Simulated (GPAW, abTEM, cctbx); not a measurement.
# K2ZrH6: the scripts behind a bonding study

Short scripts, each with its output. The cell comes from substitution in a known structure type and wasn't matched to any measured phase.

**1. Relax the structure**

```text
cell
1.0
     0.000000000    4.195000000    4.195000000
     4.195000000    0.000000000    4.195000000
     4.195000000    4.195000000    0.000000000
Zr K H
1 2 6
Direct
0.000000000 0.000000000 0.000000000
0.250000000 0.250000000 0.250000000
0.750000000 0.750000000 0.750000000
0.253900000 0.746100000 0.746100000
0.746100000 0.253900000 0.746100000
0.253900000 0.253900000 0.746100000
0.746100000 0.253900000 0.253900000
0.253900000 0.746100000 0.253900000
0.746100000 0.746100000 0.253900000
```

```python
from ase.constraints import FixSymmetry
from ase.filters import FrechetCellFilter
from ase.io import read, write
from ase.optimize import BFGS
from ase.parallel import parprint
from gpaw import GPAW, PW, FermiDirac

atoms = read("start.vasp")
atoms.set_constraint(FixSymmetry(atoms))
atoms.calc = GPAW(mode=PW(670), xc="PBE", kpts={"size": (4, 4, 4), "gamma": True},
                 occupations=FermiDirac(0.1), maxiter=120, symmetry={"tolerance": 1e-5}, txt="relax.txt")
BFGS(FrechetCellFilter(atoms), maxstep=0.15).run(fmax=0.03, steps=40)
parprint("cell  %.4f %.4f %.4f  %.2f %.2f %.2f" % tuple(atoms.cell.cellpar()))
parprint("volume %.3f A^3, largest force %.3f eV/A, largest stress %.2f GPa" % (atoms.get_volume(), abs(atoms.get_forces()).max(), 160.218 * abs(atoms.get_stress()).max()))
atoms.set_constraint()
write("relaxed.vasp", atoms, direct=True)
```

```console
$ OMP_NUM_THREADS=1 mpirun -n 4 gpaw python run.py > gpaw.log
```

```text
      Step        Energy          fmax
BFGS:    0      -29.294651        1.071013
BFGS:    1      -29.390405        0.984990
BFGS:    2      -29.802533        0.334954
BFGS:    3      -29.815101        0.245103
BFGS:    4      -29.818572        0.250823
BFGS:    5      -29.873538        0.286233
BFGS:    6      -29.932614        0.288379
BFGS:    7      -29.991410        0.260391
BFGS:    8      -30.031670        0.109270
BFGS:    9      -30.036828        0.017392
cell  6.3057 6.3057 6.3057  60.00 60.00 60.00
volume 177.292 A^3, largest force 0.016 eV/A, largest stress 0.04 GPa
```

Time: 85 s on 4 cores of INTEL(R) XEON(R) PLATINUM 8581C CPU @ 2.10GHz (Emerald Rapids) (shared host), peak memory 1.4 GiB.

**2. Build the all-electron density and subtract free atoms**

```text
cell
1.0
     0.000000000    4.458817800    4.458817800
     4.458817800    0.000000000    4.458817800
     4.458817800    4.458817800    0.000000000
Zr K H
1 2 6
Direct
0.000000000 0.000000000 0.000000000
0.250000000 0.250000000 0.250000000
0.750000000 0.750000000 0.750000000
0.222640970 0.777359030 0.777359030
0.777359030 0.222640970 0.777359030
0.222640970 0.222640970 0.777359030
0.777359030 0.222640970 0.222640970
0.222640970 0.777359030 0.222640970
0.777359030 0.777359030 0.222640970
```

```python
import numpy as np
from ase.io import read
from ase.units import Bohr
from gpaw import GPAW, PW, FermiDirac
from gpaw.calculator import GPAW as OldGPAW
from gpaw.mpi import serial_comm, world
from scipy.special import erfc
from scipy.spatial import cKDTree

atoms = read("cell.vasp")
atoms.calc = GPAW(mode=PW(550), xc="PBE", kpts={"size": (5, 5, 5), "gamma": True},
                 occupations=FermiDirac(0.1), maxiter=120, symmetry={"tolerance": 1e-5}, txt="scf.txt")
atoms.get_potential_energy()
rho = atoms.calc.get_all_electron_density(gridrefinement=2)
moments = atoms.get_magnetic_moments() if atoms.calc.get_number_of_spins() == 2 else np.zeros(len(atoms))
total = atoms.get_magnetic_moment() if moments.any() else 0.0
if world.rank == 0:
    free = OldGPAW(mode=PW(550), xc="PBE", txt=None, communicator=serial_comm)
    neutral = atoms.copy()
    neutral.set_initial_magnetic_moments(None)
    free.initialize(neutral)
    free.set_positions(neutral)
    drho = rho - free.get_all_electron_density(gridrefinement=2)
    # GPAW starts from confined atoms: exchange their smooth part for that of the datasets' free atoms
    h = np.stack(np.meshgrid(*[np.fft.fftfreq(n, 1 / n) for n in drho.shape], indexing="ij"), -1)
    gabs = np.linalg.norm(h @ atoms.cell.reciprocal(), axis=-1)
    tails = np.fft.fftn(free.get_pseudo_density(gridrefinement=2))
    g, form, v0 = np.linspace(0, gabs.max(), 1500), {}, 0
    for e in set(atoms.symbols):
        idx = atoms.symbols.search(e)
        d = free.setups[idx[0]].data
        r, w = d.rgd.r_g * Bohr, d.rgd.r_g**2 * d.rgd.dr_g
        j0 = np.sinc(2 * g[:, None] * r)
        smooth = sum(f * p**2 for f, p in zip(d.f_j, d.phit_jg)) + np.sqrt(4 * np.pi) * d.nct_g
        full = sum(f * p**2 for f, p in zip(d.f_j, d.phi_jg)) + np.sqrt(4 * np.pi) * d.nc_g
        phase = sum(np.exp(-2j * np.pi * h @ s) for s in atoms.get_scaled_positions()[idx])
        tails -= np.interp(gabs, g, j0 @ (smooth * w)) * phase * drho.size / atoms.get_volume()
        form[e] = j0 @ (full * w)
        v0 += 2 * np.pi / 3 * 14.3996 * (full * w * r**2).sum() * len(idx)  # V A^3
    tails *= 0.5 * erfc((gabs - 1.8) / 0.25)  # the tails differ at long wavelengths alone
    drho += np.fft.ifftn(tails).real  # crystal minus superposed spherical free atoms
    np.save("drho.npy", drho)
    dv = atoms.get_volume() / drho.size
    print("grid", drho.shape, " electrons %.3f" % (rho.sum() * dv), " moved by bonding %.3f e" % (abs(drho).sum() * dv / 2))
    pts = np.indices(drho.shape).reshape(3, -1).T / drho.shape @ atoms.cell
    shifts = (np.indices((3, 3, 3)).reshape(3, -1).T - 1) @ atoms.cell
    images = (atoms.positions[None] + shifts[:, None]).reshape(-1, 3)
    dist, idx = cKDTree(images).query(pts, k=4)
    out = drho.ravel()[dist[:, 0] > 0.5]
    print("deformation density beyond 0.5 A of the nuclei: max %.3f, min %.3f e/A^3" % (out.max(), out.min()))
    tie = dist < dist[:, :1] + 1e-4
    q = -np.bincount((idx % len(atoms))[tie], (drho.ravel()[:, None] / tie.sum(1, keepdims=True) * tie)[tie], len(atoms)) * dv
    print("atom        x       y       z   Voronoi charge  moment")
    for a, s, c, m in zip(atoms, atoms.get_scaled_positions(), q, moments):
        print("%-2s%-3d %7.4f %7.4f %7.4f %10.3f %10.2f" % (a.symbol, a.index + 1, *s, c, m))
    np.savez("free.npz", g=g, **form)
    print("mean inner potential of superposed free atoms %.3f V" % (v0 / atoms.get_volume()))
    print("total magnetic moment %.3f muB" % total)
```

```console
$ OMP_NUM_THREADS=1 mpirun -n 4 gpaw python run.py > gpaw.log
```

```text
grid (70, 70, 70)  electrons 84.000  moved by bonding 2.068 e
deformation density beyond 0.5 A of the nuclei: max 0.258, min -0.237 e/A^3
atom        x       y       z   Voronoi charge  moment
Zr1    0.0000  0.0000  0.0000      0.494       0.00
K 2    0.2500  0.2500  0.2500      0.234       0.00
K 3    0.7500  0.7500  0.7500      0.234       0.00
H 4    0.2226  0.7774  0.7774     -0.160       0.00
H 5    0.7774  0.2226  0.7774     -0.160       0.00
H 6    0.2226  0.2226  0.7774     -0.160       0.00
H 7    0.7774  0.2226  0.2226     -0.160       0.00
H 8    0.2226  0.7774  0.2226     -0.160       0.00
H 9    0.7774  0.7774  0.2226     -0.160       0.00
mean inner potential of superposed free atoms 8.829 V
total magnetic moment 0.000 muB
```

Time: 15 s.

**3. Fourier-transform the difference**

```python
from cctbx import adptbx, crystal, miller, xray
from cctbx.eltbx import tiny_pse
import numpy as np

cs = crystal.symmetry(unit_cell=(8.9176, 8.9176, 8.9176, 90, 90, 90), space_group_symbol='Hall: -F 4 2 3')  # Fm-3m
atoms = [  # label, site, U (iso, or U11 U22 U33 U12 U13 U23 in A^2), occupancy
    ("Zr1", (0, 0, 0), 0.0000, 1),
    ("K1", (0.25, 0.75, 0.75), 0.0000, 1),
    ("H1", (0.77736, 0, 0), 0.0000, 1),
]
xs = xray.structure(crystal_symmetry=cs)
for label, site, u, occ in atoms:
    u = adptbx.u_cif_as_u_star(cs.unit_cell(), u) if isinstance(u, tuple) else u
    xs.add_scatterer(xray.scatterer(label, site=site, u=u, occupancy=occ))
xs.scattering_type_registry(table="wk1995")
drho = np.load("drho.npy")
T = np.array([[-1, 1, 1], [1, -1, 1], [1, 1, -1]])  # conventional axes in terms of the primitive ones
dF = np.fft.ifftn(drho) * 709.16806  # electrons a conventional cell, indexed by primitive hkl
ms = miller.build_set(cs, anomalous_flag=False, d_min=0.9).sort("resolution")
iam = ms.structure_factors_from_scatterers(xs, algorithm="direct").f_calc()
p1 = xs.expand_to_p1()
z = np.array([tiny_pse.table(sc.scattering_type).atomic_number() for sc in p1.scatterers()])
x = np.array(p1.sites_frac())
free = np.load("free.npz")
print("static structure factors of the conventional cell: F in electrons, V (Mott-Bethe) in volts")
print("   h  k  l      d  |F| table  |F| free   |F| DFT   change   |V| free  |V| DFT  change %")
for h, d, table in list(zip(ms.indices(), ms.d_spacings().data(), iam.data()))[:16]:
    df = dF[tuple(np.rint(np.linalg.solve(T, h)).astype(int))]
    phase = np.exp(2j * np.pi * x @ h)
    f = sum(np.interp(1 / d, free["g"], free[sc.scattering_type]) * p for sc, p in zip(p1.scatterers(), phase))
    fz = (z * phase).sum()
    c = 14.3996 * d * d / (np.pi * cs.unit_cell().volume())
    v0, v1 = abs(fz - f) * c, abs(fz - f - df) * c
    print("%4d%3d%3d %7.4f %9.3f %9.3f %9.3f %8.3f %9.3f %8.3f %8s" % (h + (d, abs(table), abs(f), abs(f + df), abs(f + df) - abs(f), v0, v1, "%.1f" % (100 * (v1 / v0 - 1)) if v0 > 0.02 else "-")))
```

```console
$ python run.py
```

```text
static structure factors of the conventional cell: F in electrons, V (Mott-Bethe) in volts
   h  k  l      d  |F| table  |F| free   |F| DFT   change   |V| free  |V| DFT  change %
   1  1  1  5.1486   149.616   149.464   149.928    0.463     2.508    2.429     -3.2
   0  2  0  4.4588    18.811    18.069    19.709    1.640     0.206    0.416    102.5
   0  2  2  3.1528   248.260   249.181   247.040   -2.140     3.582    3.720      3.8
   1  3  1  2.6888   127.309   127.411   126.703   -0.708     1.466    1.499      2.3
   2  2  2  2.5743     2.124     4.937     0.576   -4.360     0.837    0.600    -28.2
   0  4  0  2.2294   236.293   233.361   237.840    4.478     3.239    3.095     -4.4
   1  3  3  2.0458   114.694   115.382   113.440   -1.942     1.031    1.083      5.1
   0  4  2  1.9940    21.467    20.447    21.324    0.877     0.149    0.172     15.1
   2  4  2  1.8203   201.978   203.042   201.852   -1.190     2.143    2.169      1.2
   3  3  3  1.7162   105.684   106.979   104.326   -2.653     0.784    0.835      6.4
   1  5  1  1.7162   112.864   111.883   114.386    2.503     1.083    1.036     -4.4
   0  4  4  1.5764   196.551   194.694   195.805    1.111     2.211    2.193     -0.8
   1  5  3  1.5073   104.531   104.306   104.858    0.552     0.869    0.861     -0.9
   2  4  4  1.4863    22.762    22.296    21.972   -0.325     0.135    0.130     -3.4
   0  6  0  1.4863    24.657    23.539    26.321    2.782     0.052    0.092     76.3
   0  6  2  1.4100   177.975   178.572   179.569    0.997     1.668    1.655     -0.8
```

Time: 0.33 s on 1 core of INTEL(R) XEON(R) PLATINUM 8581C CPU @ 2.10GHz (Emerald Rapids) (shared host), peak memory 0.08 GiB.

**4. Image through focus**

```python
import abtem
import numpy as np
from ase.build import make_supercell
from ase.io import read

abtem.config.set({"dask.lazy": False, "fft": "fftw", "diagnostics.progress_bar": False})
M = [[1, -1, 1], [1, -1, -1], [1, 1, -1]]  # rows: x, y and beam direction in the primitive cell's axes
unit = make_supercell(read("cell.vasp"), M)
unit.set_cell(list(unit.cell.lengths()) + [90, 90, 90], scale_atoms=True)
unit.positions[:, 2] += 0.5574  # keeps atomic planes off the slice boundaries
unit.wrap()
slab = unit * (2, 2, 8)
print(slab.get_chemical_formula(), "| box %.2f x %.2f x %.2f A" % tuple(slab.cell.lengths()))

# change of the potential by bonding, from the DFT deformation density (Poisson's equation term by term)
drho = np.load("drho.npy")
prim = read("cell.vasp")
h = np.stack(np.meshgrid(*[np.fft.fftfreq(n, 1 / n) for n in drho.shape], indexing="ij"), -1).reshape(-1, 3).astype(int)
g2 = ((h @ prim.cell.reciprocal()) ** 2).sum(1)
keep = (g2 > 0) & (g2 < 2.5**2)
shape = (112, 112, 56)
vg = np.zeros(shape, complex)
hm = h[keep] @ np.array(M).T
move = np.exp(-2j * np.pi * hm[:, 2] * (0.5574 / unit.cell[2, 2] - 0.5 / shape[2]))  # the same shift, sampled at mid-points
vg[tuple(hm.T % np.array(shape)[:, None])] = -14.3996 / np.pi * (np.fft.fftn(drho).ravel() / drho.size)[keep] / g2[keep] * move
dV = np.fft.ifftn(vg).real * vg.size
dV = dV.reshape(112, 112, 8, 7).mean(3) * unit.cell[2, 2] / 8  # V A, projected in each slice
dV = np.tile(dV.transpose(2, 0, 1), (8, 2, 2))


def build(atoms):
    p = abtem.Potential(atoms, gpts=(224, 224), slice_thickness=[slab.cell[2, 2] / 64] * 64,
                        parametrization="lobato", projection="infinite", exit_planes=16).build()
    p.array[:] += BONDING * dV
    return p


sigmas = {'Zr': 0.086, 'K': 0.097, 'H': 0.124}  # r.m.s. displacement along each axis, A
u = np.array([sigmas[s] for s in slab.symbols])[:, None]
rng = np.random.default_rng(89)


def potentials():
    for _ in range(2):  # frozen phonons, one configuration at a time
        atoms = slab.copy()
        atoms.positions += u * rng.standard_normal((len(atoms), 3))
        atoms.wrap()
        yield build(atoms)


for label, BONDING in (("IAM", 0.0), ("DFT", 1.0)):
    print("=====", label)
    rng = np.random.default_rng(89)  # the same displacements for both
    potential = build(slab)
    print("grid", potential.gpts, "slices", potential.num_slices)
    thickness = potential.exit_thicknesses
    columns = [  # name, x, y (A)
        ("ZrH2", 0.000, 0.000),
        ("K2", 6.688, 6.688),
        ("H", 0.000, 1.985),
        ("void", 1.115, 1.115),
    ]
    waves = [abtem.PlaneWave(energy=100000).multislice(p) for p in potentials()]
    stack = []
    for defocus in [-170.0, -130.0, -90.0, -50.0, 30.0]:
        ctf = abtem.CTF(energy=100000, Cs=-150000, defocus=defocus, focal_spread=30, semiangle_cutoff=35)
        ims = [w.apply_ctf(ctf).intensity() for w in waves]
        im = sum(ims[1:], ims[0]) / len(ims)
        a = im.array.reshape(len(thickness), 2, -1, 2, im.array.shape[-1] // 2).mean(axis=(1, 3))
        a = a / im.array[0].mean()
        stack.append(a)
        print("defocus %.0f A: intensity at the columns, vacuum = 1" % defocus)
        print("  t (A)     min     max" + "".join("%10s" % c[0][:9] for c in columns))
        for t, b in list(zip(thickness, a))[1:]:
            at = [b[round(x / im.sampling[0]) % b.shape[0], round(y / im.sampling[1]) % b.shape[1]] for _, x, y in columns]
            print("%7.1f %7.3f %7.3f" % (t, b.min(), b.max()) + "".join("%10.3f" % v for v in at))
    print("Scherzer defocus %.0f A, point resolution %.2f A" % (ctf.scherzer_defocus, ctf.point_resolution))
    np.save(label + "_hrtem.npy", np.array(stack))
```

```console
$ python run.py
```

```text
H768K256Zr128 | box 17.84 x 17.84 x 71.34 A
===== IAM
grid (224, 224) slices 64
defocus -170 A: intensity at the columns, vacuum = 1
  t (A)     min     max      ZrH2        K2         H      void
   17.8   0.424   1.461     1.451     1.441     0.485     1.057
   35.7   0.178   2.008     1.985     1.943     0.225     1.150
   53.5   0.149   2.545     2.499     2.368     0.305     1.195
   71.3   0.081   2.868     2.827     2.548     0.723     1.128
defocus -130 A: intensity at the columns, vacuum = 1
  t (A)     min     max      ZrH2        K2         H      void
   17.8   0.625   1.435     1.236     1.330     0.853     0.625
   35.7   0.319   1.807     1.463     1.637     0.845     0.327
   53.5   0.131   2.076     1.726     1.966     1.015     0.161
   71.3   0.032   2.330     2.001     2.282     1.335     0.085
defocus -90 A: intensity at the columns, vacuum = 1
  t (A)     min     max      ZrH2        K2         H      void
   17.8   0.738   2.205     2.007     2.198     0.999     0.762
   35.7   0.454   3.427     2.969     3.402     1.069     0.502
   53.5   0.220   4.236     3.632     4.214     1.212     0.284
   71.3   0.079   4.703     4.065     4.658     1.421     0.158
defocus -50 A: intensity at the columns, vacuum = 1
  t (A)     min     max      ZrH2        K2         H      void
   17.8   0.825   1.631     1.631     1.616     1.101     0.844
   35.7   0.668   2.602     2.586     2.596     1.209     0.693
   53.5   0.531   3.679     3.556     3.679     1.343     0.576
   71.3   0.370   4.243     4.124     4.243     1.506     0.500
defocus 30 A: intensity at the columns, vacuum = 1
  t (A)     min     max      ZrH2        K2         H      void
   17.8   0.581   1.415     0.679     0.593     0.848     1.390
   35.7   0.200   1.767     0.331     0.208     0.799     1.724
   53.5   0.061   1.999     0.157     0.070     0.845     1.938
   71.3   0.031   2.104     0.345     0.312     1.022     2.064
Scherzer defocus -91 A, point resolution 1.06 A
===== DFT
grid (224, 224) slices 64
defocus -170 A: intensity at the columns, vacuum = 1
  t (A)     min     max      ZrH2        K2         H      void
   17.8   0.418   1.495     1.455     1.493     0.479     1.044
   35.7   0.165   2.060     1.999     2.060     0.216     1.113
   53.5   0.134   2.586     2.533     2.538     0.284     1.133
   71.3   0.073   2.947     2.893     2.731     0.675     1.053
defocus -130 A: intensity at the columns, vacuum = 1
  t (A)     min     max      ZrH2        K2         H      void
   17.8   0.629   1.464     1.231     1.367     0.832     0.629
   35.7   0.316   1.880     1.455     1.733     0.806     0.325
   53.5   0.123   2.211     1.719     2.143     0.952     0.148
   71.3   0.027   2.565     2.000     2.543     1.240     0.067
defocus -90 A: intensity at the columns, vacuum = 1
  t (A)     min     max      ZrH2        K2         H      void
   17.8   0.749   2.233     1.978     2.226     0.970     0.775
   35.7   0.469   3.509     2.914     3.484     1.011     0.522
   53.5   0.231   4.391     3.568     4.369     1.123     0.308
   71.3   0.086   4.932     4.014     4.890     1.298     0.182
defocus -50 A: intensity at the columns, vacuum = 1
  t (A)     min     max      ZrH2        K2         H      void
   17.8   0.832   1.632     1.613     1.628     1.079     0.856
   35.7   0.685   2.631     2.552     2.625     1.158     0.715
   53.5   0.551   3.728     3.521     3.728     1.257     0.608
   71.3   0.393   4.307     4.106     4.307     1.380     0.541
defocus 30 A: intensity at the columns, vacuum = 1
  t (A)     min     max      ZrH2        K2         H      void
   17.8   0.580   1.397     0.695     0.592     0.868     1.373
   35.7   0.198   1.732     0.357     0.205     0.840     1.689
   53.5   0.055   1.962     0.182     0.063     0.905     1.893
   71.3   0.031   2.071     0.366     0.296     1.097     2.019
Scherzer defocus -91 A, point resolution 1.06 A
```

Time: 5.3 s.

[Outputs are excerpts: Python notices, other lines and further rows are left out; steps that failed or that the build refused (PBEsol, TPSS) are not shown.]

[Logs are printed without paths, hosts, clocks, repeated set-up lines and the standing remarks that a program may print on its own settings, such as how far it seeks lower states.]
